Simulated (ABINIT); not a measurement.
**Quasiparticle gap of CdTe (F-43m) in ABINIT**

Wanted: ground state, empty states, screening and self-energy for CdTe (F-43m).

Main program and level: ABINIT 10.8.3; PBE and many-body steps on it, plane waves.

**What was measured.**

- Gap 1.32 ± 0.02 eV: direct optical gap from Tauc analysis, 2.5 h deposition; UV-vis diffuse reflectance; film (electrodeposited 2.5 h on FTO, nearly stoichiometric) (“Electrodeposition of CdTe Thin Films for Solar Energy Water Splitting”, 2020, pmc:7177234).

- Gap 1.592 eV: near-band-edge L1 bound-exciton energy extrapolated to 0 K (Varshni), slightly below the true gap; temperature-dependent photoluminescence; 0 K; bulk crystal (vertical Bridgman single crystal) (“Photoluminescence characteristics of Cd1-xMnxTe single crystals grown by the vertical Bridgman method”, 2012, pmc:3275455).

- Gap 1.48 ± 0.02 eV: direct optical gap from Tauc analysis, 1.5 h deposition; UV-vis diffuse reflectance; film (electrodeposited 1.5 h on FTO, Te-rich) (“Electrodeposition of CdTe Thin Films for Solar Energy Water Splitting”, 2020, pmc:7177234).

**1. The system as given**

The structure is cubic, space group F-43m (No. 216). Conventional cell: a = 6.480 Å, b = 6.480 Å, c = 6.480 Å, α = 90.00°, β = 90.00°, γ = 90.00°. Cd has 4 Te at 2.81 Å nearest. Nearest to Te lie 4 Cd at 2.81 Å. Farther neighbours, and contacts between anions beyond the nearest, are not listed.

The cell and positions come from the Crystallography Open Database and are kept as given unless a step says otherwise.

**2. Ground state**

This step: ABINIT 10.8.3; DFT, PBE, plane waves, norm-conserving pseudopotentials.

The ground-state density comes first.

File run.abi:

```
acell 3*1.0 Angstrom
rprim 
  0.000000000000 3.240000000000 3.240000000000
  3.240000000000 0.000000000000 3.240000000000
  3.240000000000 3.240000000000 0.000000000000
ntypat 2
znucl 48 52
natom 2
typat 1 2
xred 
  0.000000000000 0.000000000000 0.000000000000
  0.250000000000 0.250000000000 0.250000000000
pp_dirpath "pseudos"
pseudos "Cd.upf, Te.upf"
ecut 47
ngkpt 6 6 6
nshiftk 1
shiftk 0 0 0
kptopt 1
chksymbreak 0
nband 27
occopt 1
tolvrs 1e-10
nstep 60
prtwf 0
optforces 0
optstress 0
indata_prefix "in"
outdata_prefix "out"
tmpdata_prefix "tmp"
```

Command:

```sh
> OMP_NUM_THREADS=1 mpirun -n 8 abinit run.abi > log
```

The log of the run:

```text
.Version 10.8.3 of ABINIT. v10.8.2 released Aug 2026.

 Symmetries : space group F-4 3 m (#216); Bravais cF (face-center cubic)
================================================================================
 Values of the parameters that define the memory need of the present run
     intxc =       0    ionmov =       0      iscf =       7    lmnmax =       8
     lnmax =       8     mgfft =      54  mpssoang =       4    mqgrid =    3001
     natom =       2  nloc_mem =       1    nspden =       1   nspinor =       1
    nsppol =       1      nsym =      24    n1xccc =    2501    ntypat =       2
    occopt =       1   xclevel =       2
-    mband =          27        mffmem =           1         mkmem =           2
       mpw =        7099          nfft =      157464          nkpt =          16
================================================================================
  Rough estimation (10% accuracy) of disk space for files :
================================================================================

--------------------------------------------------------------------------------
------------- Echo of variables that govern the present computation ------------
--------------------------------------------------------------------------------
 -outvars: echo values of preprocessed input variables --------
            acell      1.8897261259E+00  1.8897261259E+00  1.8897261259E+00 Bohr

      chksymbreak           0
             ecut      4.70000000E+01 Hartree
-          fftalg         312

              ixc     -101130
              kpt      0.00000000E+00  0.00000000E+00  0.00000000E+00
                       1.66666667E-01  0.00000000E+00  0.00000000E+00
                       3.33333333E-01  0.00000000E+00  0.00000000E+00
                       5.00000000E-01  0.00000000E+00  0.00000000E+00
                       1.66666667E-01  1.66666667E-01  0.00000000E+00
                       3.33333333E-01  1.66666667E-01  0.00000000E+00
                       5.00000000E-01  1.66666667E-01  0.00000000E+00
                      -3.33333333E-01  1.66666667E-01  0.00000000E+00
                      -1.66666667E-01  1.66666667E-01  0.00000000E+00
   [... 5 further rows ...]
                      -3.33333333E-01  3.33333333E-01  1.66666667E-01
                      -3.33333333E-01  5.00000000E-01  1.66666667E-01
         kptrlatt        6    0    0      0    6    0      0    0    6
          kptrlen      5.19529396E+01
P           mkmem           2
            natom           2
            nband          27
            ngfft          54      54      54
             nkpt          16
            nstep          60
             nsym          24
           ntypat           2
              occ      2.000000  2.000000  2.000000  2.000000  2.000000  2.000000
                       2.000000  2.000000  2.000000  2.000000  2.000000  2.000000
                       2.000000  2.000000  2.000000  2.000000  2.000000  2.000000
                       2.000000  2.000000  2.000000  2.000000  0.000000  0.000000
[...]
optforces           0
        optstress           0
            prtwf           0
            rprim      0.0000000000E+00  3.2400000000E+00  3.2400000000E+00
[...]
spgroup         216

           tolvrs      1.00000000E-10

             xred      0.0000000000E+00  0.0000000000E+00  0.0000000000E+00
[...]
znucl       48.00000   52.00000

================================================================================

 chkinp: Checking input parameters for consistency.

================================================================================
== DATASET  1 ==================================================================
-   mpi_nproc: 8, omp_nthreads: 1 (-1 if OMP is not activated)

--- !DatasetInfo
iteration_state: {dtset: 1, }
dimensions: {natom: 2, nkpt: 16, mband: 27, nsppol: 1, nspinor: 1, nspden: 1, mpw: 7099, }
cutoff_energies: {ecut:  47.0, pawecutdg:  -1.0, }
electrons: {nelect:   4.40000000E+01, charge:   0.00000000E+00, occopt:   1.00000000E+00, tsmear:   1.00000000E-02, }

 Real(R)+Recip(G) space primitive vectors, cartesian coordinates (Bohr,Bohr^-1):
 R(1)=  0.0000000  6.1227126  6.1227126  G(1)= -0.0816631  0.0816631  0.0816631
 R(2)=  6.1227126  0.0000000  6.1227126  G(2)=  0.0816631 -0.0816631  0.0816631
 R(3)=  6.1227126  6.1227126  0.0000000  G(3)=  0.0816631  0.0816631 -0.0816631
 Unit cell volume ucvol=  4.5905173E+02 bohr^3
 Angles (23,13,12)=  6.00000000E+01  6.00000000E+01  6.00000000E+01 degrees

 getcut: wavevector=  0.0000  0.0000  0.0000  ngfft=  54  54  54
         ecut(hartree)=     47.000   => boxcut(ratio)=   2.02148

--- Pseudopotential description ------------------------------------------------
- Cd Generated using ONCVPSP code by D. R. Hamann
- 48.00000  20.00000  171031                  znucl, zion, pspdat
12 -101130 2 -1 1368                          pspcod,pspxc,lmax,lloc,mmax
     nproj     2     2     2     0
  pspatm : epsatm=   19.67729986
         --- l  ekb(1:nproj) -->
[...]
pspatm: atomic psp has been read  and splines computed

- Te Generated using ONCVPSP code by D. R. Hamann
- 52.00000  24.00000  220131                  znucl, zion, pspdat
12 -101130 3 -1 1294                          pspcod,pspxc,lmax,lloc,mmax
     nproj     2     2     2     2
  pspatm : epsatm=   28.89495404
         --- l  ekb(1:nproj) -->
[...]
pspatm: atomic psp has been read  and splines computed

   2.13717917E+03                                ecore*ucvol(ha*bohr**3)
--------------------------------------------------------------------------------

_setup2: Arith. and geom. avg. npw (full set) are    7068.301    7068.284

================================================================================

--- !BeginCycle
iteration_state: {dtset: 1, }
solver: {iscf: 7, nstep: 60, nline: 4, wfoptalg: 0, }
tolerances: {tolvrs: 1.00E-10, }

     iter   Etot(hartree)      deltaE(h)  residm     vres2
 ETOT  1  -455.01451075098    -4.550E+02 5.250E-01 3.250E+02
 ETOT  2  -455.67603146776    -6.615E-01 1.543E-02 1.512E+02
 ETOT  3  -455.69372177424    -1.769E-02 7.941E-04 3.237E+00
 ETOT  4  -455.69383783588    -1.161E-04 1.955E-04 1.309E+00
 ETOT  5  -455.69391768051    -7.984E-05 9.521E-05 1.957E-01
 ETOT  6  -455.69394047356    -2.279E-05 6.636E-05 1.669E-02
 ETOT  7  -455.69394135313    -8.796E-07 4.673E-05 7.624E-04
 ETOT  8  -455.69394139116    -3.802E-08 3.583E-05 2.327E-05
 ETOT  9  -455.69394139298    -1.818E-09 2.608E-05 1.724E-06
 ETOT 10  -455.69394139315    -1.754E-10 2.059E-05 8.402E-08
 ETOT 11  -455.69394139315     5.741E-12 1.461E-05 2.478E-09
 ETOT 12  -455.69394139313     1.478E-11 1.183E-05 2.398E-11

 At SCF step   12       vres2   =  2.40E-11 < tolvrs=  1.00E-10 =>converged.

--- !ResultsGS
iteration_state: {dtset: 1, }
comment   : Summary of ground state results
lattice_vectors:
- [  0.0000000,   6.1227126,   6.1227126, ]
- [  6.1227126,   0.0000000,   6.1227126, ]
- [  6.1227126,   6.1227126,   0.0000000, ]
lattice_lengths: [   8.65882,    8.65882,    8.65882, ]
lattice_angles: [ 60.000,  60.000,  60.000, ] # degrees, (23, 13, 12)
lattice_volume:   4.5905173E+02
convergence: {deltae:  1.478E-11, res2:  2.398E-11, residm:  1.183E-05, diffor:  0.000E+00, }
etotal    :  -4.55693941E+02
entropy   :   0.00000000E+00
fermie    :   1.98221920E-01
cartesian_stress_tensor: null
pressure_GPa: null
xred      :
- [  0.0000E+00,   0.0000E+00,   0.0000E+00, Cd]
- [  2.5000E-01,   2.5000E-01,   2.5000E-01, Te]
cartesian_forces: null
force_length_stats: {min: null, max: null, mean: null, }

 Integrated electronic density in atomic spheres:
 ------------------------------------------------
 Atom  Sphere_radius  Integrated_density
    1        2.00000         17.16315695
    2        2.00000         19.94816551
================================================================================

 ----iterations are completed or convergence reached----

 Mean square residual over all n,k,spin=   27.379E-09; max=  11.825E-06
 reduced coordinates (array xred) for    2 atoms
       0.000000      0.000000      0.000000
       0.250000      0.250000      0.250000
 rms dE/dt=  0.0000E+00; max dE/dt=  0.0000E+00; dE/dt below (all hartree)
    1       0.000000      0.000000      0.000000
    2       0.000000      0.000000      0.000000

 cartesian coordinates (angstrom) at end:
    1      0.000000     0.000000     0.000000
    2      1.620000     1.620000     1.620000
 length scales=  1.889726  1.889726  1.889726 bohr
              =  1.000000  1.000000  1.000000 angstroms
 prteigrs : about to open file out_EIG
 Fermi (or HOMO) energy (hartree) =   0.19822   Average Vxc (hartree)=  -0.33179
 Eigenvalues (hartree) for nkpt=  16  k points:
 kpt#   1, nband= 27, wtk=  0.00463, kpt=  0.0000  0.0000  0.0000 (reduced coord)
  -5.63480   -3.79831   -3.79831   -3.79831   -3.55711   -2.12531   -2.12531   -2.12531
  -1.12571   -1.12571   -1.12571   -1.12542   -1.12542   -0.21246   -0.10626   -0.10626
  -0.10626   -0.09670   -0.09670    0.19822    0.19822    0.19822    0.22653    0.36807
   0.36807    0.36807    0.47246
 prteigrs : prtvol=0 or 1, do not print more k-points.

--- !EnergyTerms
iteration_state     : {dtset: 1, }
comment             : Components of total free energy in Hartree
kinetic             :  1.564656E+02
hartree             :  1.703106E+02
xc                  : -6.035471E+01
Ewald energy        : -2.141487E+02
psp_core            :  4.655639E+00
local_psp           : -5.086249E+02
non_local_psp       : -3.997385E+00
total_energy        : -4.556939E+02
total_energy_eV     : -1.240006E+04
band_energy         : -6.584216E+01

== END DATASET(S) ==============================================================
================================================================================

 -outvars: echo values of variables after computation  --------
           etotal     -4.5569394139E+02
            nband          27
             nkpt          16
          spgroup         216
 [... the other variables as echoed above ...]

 Calculation completed.
```

Wall time 41 s (8 MPI ranks of Arm Neoverse N1, shared host); peak memory 0.78 GiB.

Read from the output:

```yaml
total_energy: -12400.0638 eV
gap: 0.7704 eV
k_of_the_valence_top: 0, 0, 0
k_of_the_conduction_bottom: 0, 0, 0
least_direct_gap: 0.7704 eV
```

The gap is direct, at Γ.

[end of part 1 of 3]

[Long decimals in the printed logs are rounded to 6 places.]

[Logs are printed without paths, hosts, clocks, repeated set-up lines and the standing remarks that a program may print on its own settings, such as how far it seeks lower states.]

[Paths, hosts, dates, memory and timing lines, banners, echoed tables and standing remarks are left out of the program output; an Ansatz launch command may be rebuilt from the run's recorded settings. Measured values are a selection of at most five: reports struck by readers or far from the other reports are left out. None is set beside runs whose start may be inverted or whose files or cutoffs have a known fault.]

[Runs of the session that timed out or met a known fault of the program may be left out.]

[Hosts, paths, dates, database ids (printed as entryN), source tags and the programs' standing remarks are cut or masked in the printed files.]

[G0W0 gaps are taken among the corrected bands and points alone; a level outside them can change the order at an edge.]

[Where Ansatz stands beside ABINIT at settings called matched, ABINIT's density can come from a denser mesh and the files from another edition; pairs whose starting gaps differed by over 0.03 eV were left out, so agreement reads better than it is.]
